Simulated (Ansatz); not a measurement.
# CaO (Lime, Fm-3m): from the cell to its phonons, part 3 of 3

How does CaO (Lime, Fm-3m) vibrate, and is this structure a minimum?

Ansatz 0.2.0; DFT LDA, scalar-relativistic, plane waves, PAW; PAW set soft_1.

So far. Step 3 (Tight relaxation): The forces vanish by symmetry and the pressure is -0.003 GPa, within the tolerances set. The cell now holds 13.04 Å³/atom. Step 4 (Modes at Γ): Before it was imposed, the acoustic sum rule was missed by 7.7e-5 eV/Å² and the charge sum rule by 2.5e-4 e. Small misses are needed for a sound result but don't prove that mesh and cutoff are converged. The lowest optical mode is real, 291 cm⁻¹. The relaxed cell has a = 4.707 Å (conventional setting).

**5. Phonons on a q mesh (continued)**

Second derivatives of the energy by pair, one row for each kind of neighbour of each atom listed. Each entry sums the pair over the periodic images of the supercell that the q mesh stands for, and in a polar crystal it holds the long-range dipole part too. Force constants by pair, by row:

| atom | neighbour | distance (Å) | third of the trace (eV/Å²) | along the pair's line (eV/Å²) |
| --- | --- | --- | --- | --- |
| Ca1 | itself | 0 | 9.898 | – |
| Ca1 | O | 2.354 | -1.061 | -0.9567 |
| Ca1 | Ca | 3.329 | -0.2557 | -2.092 |
| Ca1 | O | 4.077 | 0.0042 | 0.535 |
| Ca1 | Ca | 4.707 | -0.1785 | -0.7203 |
| Ca1 | O | 5.263 | 0.0598 | 0.3657 |
| Ca1 | Ca | 5.765 | -0.0428 | -0.2428 |
| Ca1 | Ca | 6.657 | -0.0404 | -0.273 |
| Ca1 | O | 7.061 | 0.0764 | 0.1713 |
| O2 | itself | 0 | 7.742 | – |
| O2 | Ca | 2.354 | -1.061 | -0.9567 |
| O2 | O | 3.329 | -0.0555 | -1.051 |
| O2 | Ca | 4.077 | 0.0042 | 0.535 |
| O2 | O | 4.707 | -0.241 | -0.8444 |
| O2 | Ca | 5.263 | 0.0598 | 0.3657 |
| O2 | O | 5.765 | -0.0305 | -0.199 |
| O2 | O | 6.657 | -0.0666 | -0.3098 |
| O2 | Ca | 7.061 | 0.0764 | 0.1713 |

Harmonic thermodynamic functions per atom, from the density of states. Interpolated from a 4×4×4 q mesh. Thermodynamic functions, by row:

| T (K) | F_vib (meV/atom) | S (J/mol-atom/K) | C_V (J/mol-atom/K) |
| --- | --- | --- | --- |
| 0 | 55.96 | 0 | 0 |
| 50 | 55.92 | 0.387 | 1.352 |
| 100 | 55.12 | 3.097 | 7.569 |
| 200 | 47.51 | 11.71 | 17.04 |
| 300 | 31.22 | 19.45 | 20.82 |
| 400 | 7.72 | 25.69 | 22.48 |
| 500 | -21.65 | 30.81 | 23.32 |
| 600 | -55.87 | 35.11 | 23.79 |
| 700 | -94.21 | 38.8 | 24.09 |
| 800 | -136.1 | 42.03 | 24.29 |
| 900 | -181.2 | 44.9 | 24.42 |
| 1000 | -229.1 | 47.48 | 24.52 |

Harmonic mean-square displacement, third of the trace. Interpolated from a 4×4×4 q mesh. Mean square displacements, by row:

| T (K) | Ca1 U_eq (Å²) | O2 U_eq (Å²) |
| --- | --- | --- |
| 0 | 0.0019 | 0.0032 |
| 100 | 0.00224 | 0.00343 |
| 300 | 0.00451 | 0.00553 |
| 600 | 0.00853 | 0.00987 |

Symmetry leaves 8 wavevectors to solve. The lowest mode among them, the acoustic zeros apart, lies at q = (0, 0, 0.25) and is real, 137 cm⁻¹.

**6. Isotope substitution, element Ca, natural mass 40.078 amu**

An isotope changes the mass and not the force constants, so no new electronic calculation is needed; the shifts show which modes move this element.

The same force constants with the mass of Ca changed from 40.078 to 47.953 u (phonopy, no LO-TO term). Both lists are sorted by frequency; levels can cross, so a row need not hold one and the same mode. Modes under 3 cm⁻¹ are left out. Isotope shifts, by row:

| q | rank | natural mass (cm⁻¹) | changed mass (cm⁻¹) |
| --- | --- | --- | --- |
| 0 0 0 | 4 | 290.7 | 283.8 |
| 0 0 0 | 5 | 290.7 | 283.8 |
| 0 0 0 | 6 | 290.7 | 283.8 |
| 0 0 0.25 | 1 | 136.9 | 126.7 |
| 0 0 0.25 | 2 | 136.9 | 126.7 |
| 0 0 0.25 | 3 | 238.4 | 222.6 |
| 0 0 0.25 | 4 | 308.9 | 305.2 |
| 0 0 0.25 | 5 | 308.9 | 305.2 |
| 0 0 0.25 | 6 | 544.8 | 533.4 |
| 0 0 -0.5 | 1 | 189.5 | 173.2 |
| 0 0 -0.5 | 2 | 189.5 | 173.2 |
| 0 0 -0.5 | 3 | 324.4 | 324.4 |
| 0 0 -0.5 | 4 | 324.4 | 324.4 |
| 0 0 -0.5 | 5 | 383.6 | 350.7 |
| 0 0 -0.5 | 6 | 486.2 | 486.2 |
| 0 0.25 0.25 | 1 | 146.9 | 136.7 |
| 0 0.25 0.25 | 2 | 146.9 | 136.7 |
| 0 0.25 0.25 | 3 | 247.9 | 230.7 |
| 0 0.25 0.25 | 4 | 307.1 | 301.7 |
| 0 0.25 0.25 | 5 | 307.1 | 301.7 |
| 0 0.25 0.25 | 6 | 497.8 | 489.1 |

A mode of this element alone would shift by -8.58 %. The highest zone-centre frequency without the field goes from 290.7 to 283.8 cm⁻¹ (-2.4 %). The product of the frequency ratios over all optical modes at Γ is 0.931; the product rule, (m/m′)^(3k/2) (M′/M)^(3/2) with k = 1 such atoms and M the mass of the cell, gives 0.931.

**7. Another isotope, element O, natural mass 15.999 amu**

The same for O, from 16.00 to 18.00 u.

The same force constants with the mass of O changed from 15.999 to 17.999 u (phonopy, no LO-TO term). Both lists are sorted by frequency; levels can cross, so a row need not hold one and the same mode. Modes under 3 cm⁻¹ are left out. Isotope shifts, by row:

| q | rank | natural mass (cm⁻¹) | changed mass (cm⁻¹) |
| --- | --- | --- | --- |
| 0 0 0 | 4 | 290.7 | 278.9 |
| 0 0 0 | 5 | 290.7 | 278.9 |
| 0 0 0 | 6 | 290.7 | 278.9 |
| 0 0 0.25 | 1 | 136.9 | 135.6 |
| 0 0 0.25 | 2 | 136.9 | 135.6 |
| 0 0 0.25 | 3 | 238.4 | 234.5 |
| 0 0 0.25 | 4 | 308.9 | 294 |
| 0 0 0.25 | 5 | 308.9 | 294 |
| 0 0 0.25 | 6 | 544.8 | 522.1 |
| 0 0 -0.5 | 1 | 189.5 | 189.5 |
| 0 0 -0.5 | 2 | 189.5 | 189.5 |
| 0 0 -0.5 | 3 | 324.4 | 305.8 |
| 0 0 -0.5 | 4 | 324.4 | 305.8 |
| 0 0 -0.5 | 5 | 383.6 | 383.6 |
| 0 0 -0.5 | 6 | 486.2 | 458.4 |
| 0 0.25 0.25 | 1 | 146.9 | 144.8 |
| 0 0.25 0.25 | 2 | 146.9 | 144.8 |
| 0 0.25 0.25 | 3 | 247.9 | 244.5 |
| 0 0.25 0.25 | 4 | 307.1 | 293.6 |
| 0 0.25 0.25 | 5 | 307.1 | 293.6 |
| 0 0.25 0.25 | 6 | 497.8 | 475.9 |

A mode of this element alone would shift by -5.72 %. The highest zone-centre frequency without the field goes from 290.7 to 278.9 cm⁻¹ (-4.1 %). The product of the frequency ratios over all optical modes at Γ is 0.883; the product rule, (m/m′)^(3k/2) (M′/M)^(3/2) with k = 1 such atoms and M the mass of the cell, gives 0.883.

**8. Outcome**

```json
{"space group after relaxation (within 0.01 Å)": "Fm-3m", "volume per atom": "13.0 Å³", "gap on the k-mesh": "3.45 eV", "highest optical mode at the zone centre (no LO-TO term)": "291 cm⁻¹", "top of the zone-centre spectrum with the field": "569 cm⁻¹", "lowest optical zone-centre mode": "291 cm⁻¹", "mean high-frequency dielectric constant": "3.88", "mean static dielectric constant": "14.9", "largest Born charge (third of the trace)": "2.37 e", "lowest mode on the q mesh (acoustic modes at Γ apart)": "137 cm⁻¹", "highest frequency on the path or at a solved wavevector": "569 cm⁻¹", "zero-point energy per atom": "56.0 meV", "heat capacity at 300 K": "20.8 J/(mol atoms K)", "vibrational entropy at 300 K": "19.4 J/(mol atoms K)", "Debye temperature (second moment)": "587 K", "imaginary modes on the 4×4×4 q mesh": "none"}
```

What this shows: The structure is a minimum as far as tested: no mode is imaginary at the 8 irreducible wavevectors of the 4×4×4 mesh, and the softest away from the acoustic zeros lies at 137 cm⁻¹. Without the field, the optical modes at Γ form one degenerate level at 291 cm⁻¹. The highest mode in this list at Γ, 290.7 cm⁻¹, is mostly motion of O (71 % of the kinetic energy). With the macroscopic field of the longitudinal modes the top of the zone-centre spectrum lies at 569 cm⁻¹, against 291 cm⁻¹ without it. Lattice motion raises the mean dielectric constant from 3.882 to 14.90. The strongest infrared line is at 291 cm⁻¹. No mode is Raman active to first order. The PAW files were made for PBE and serve the other functionals too. These are harmonic frequencies at zero temperature: anharmonic shifts, linewidths and thermal expansion are left out.

[Logs are printed without paths, hosts, clocks, repeated set-up lines and the standing remarks that a program may print on its own settings, such as how far it seeks lower states.]

[Hosts, paths, dates, database ids (printed as entryN), source tags and the programs' standing remarks are cut or masked in the printed files.]
